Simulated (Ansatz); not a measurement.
# Does disorder add resistance in series? Cu(111) layers displaced at 400 K

Two lengths of the disordered region are known. What area resistance does the third give?

**Method.** Ansatz 0.2.0, plane waves with PAW datasets at their recommended cutoffs (420 eV for most), Fermi-Dirac smearing; ballistic transmission by layer matching. The area resistance is RA = A (h/2e²)(1/T − 1/N), with T the zone-mean transmission per spin and N the lead's channels, both averaged over a few energies near the Fermi level; for magnets each spin is taken apart, with h/e², and the two conduct in parallel. Lateral cell 2x2, PBE, a fresh random draw for each length. Atoms are displaced independently, by 0.0891 Å r.m.s. per direction; each RA is scaled by the nominal over the drawn mean square displacement.

The runs, with one result withheld:

```tsv
length (Å)	channels N	RA (fΩ m²)
8.35	3.210	0.0524
16.7	3.210	0.0856
25.0	3.210	?
```

**Fit on the rows shown.**

Ohm's law makes RA linear in the length: the slope is (0.0856 − 0.0524)/(16.7 − 8.35) = 3.97×10⁻³ fΩ m² per Å, or 4.0 µΩ cm. Then 0.0856 + 3.97×10⁻³ × 8.35. Predicted: 0.119 fΩ m².

Check against the run:

0.130 fΩ m², so the prediction is 8.8 % too low. The three lengths together give 4.7 µΩ cm. The two increments are 0.033 and 0.045 fΩ m²; with one draw for each length, their difference can't be told from scatter.

**Limits.** The scatterers repeat sideways with the small cell. The slope is a raw one; a model of isotropic scattering puts it 1.18 times the bulk value over these lengths.

[Logs are printed without paths, hosts, clocks, repeated set-up lines and the standing remarks that a program may print on its own settings, such as how far it seeks lower states.]
